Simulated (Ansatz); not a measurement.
# Tunnelling across a broken Tl chain: predicting one gap

How it was computed: Ansatz 0.2.0, plane waves with PAW datasets at the program's default cutoffs, Fermi-Dirac smearing of 0.05 eV, chains in boxes 7.5 Å wide or more, moments seeded when the perfect chain is relaxed. PBE, no spin-orbit coupling; one bond is opened by s Å beyond its relaxed length, the other atoms of a straight cell of 12 kept, without spin, and the conductance taken at 300 K.

```tsv
run	G (G₀)	largest error term (%)	s	ln G
+1.8 Å	0.913	4	1.8	−0.09102
+2.5 Å	0.3203	4	2.5	−1.139
+3.3 Å	0.08586	4	3.3	−2.455
```

One run is withheld: run = +4.2 Å, with s = 4.2. Fit a straight line ln G = a + b × s to the 3 rows shown and predict it.

**Fit.** The means are 2.533 for s and −1.228 for ln G. The sum of products of deviations is −1.778 and the sum of squares in s is 1.127, so b = −1.778 / 1.127 = −1.578 and a = −1.228 − (−1.578) × 2.533 = 2.769. The residuals' standard deviation, with 1 degree of freedom, is σ = 0.045.

**Prediction.** ln G = 2.769 + (−1.578) × 4.2 = −3.858, that is 0.0211 G₀. The run gave 0.019 G₀ (ln G = −3.962), so the prediction less the run is +0.1. The standard error of a prediction there, σ√(1 + 1/3 + (4.2 − 2.533)²/1.127), is 0.089, and the miss is 1.2 times that, for a point outside the fitted range. With so few rows σ is itself uncertain.

Caveats: Between neighbouring runs the slope of ln G lies between −1.67 and −1.50 per Å, so one exponential is an approximation; it is flattest at the narrowest gap, nearest to contact. Error terms (up to 4 %, withheld run included) bound how much a small miss can mean. Broken ends may want a moment where none was allowed. No image potential, spin-orbit coupling or relaxation; a bent or dimerised chain may be lower in energy. Series of this kind are told only where this holds: one magnetic state in all runs, error terms under 60 %, and the runs' own leads conduct as the perfect chain does. 36 of 42 did.

[Logs are printed without paths, hosts, clocks, repeated set-up lines and the standing remarks that a program may print on its own settings, such as how far it seeks lower states.]
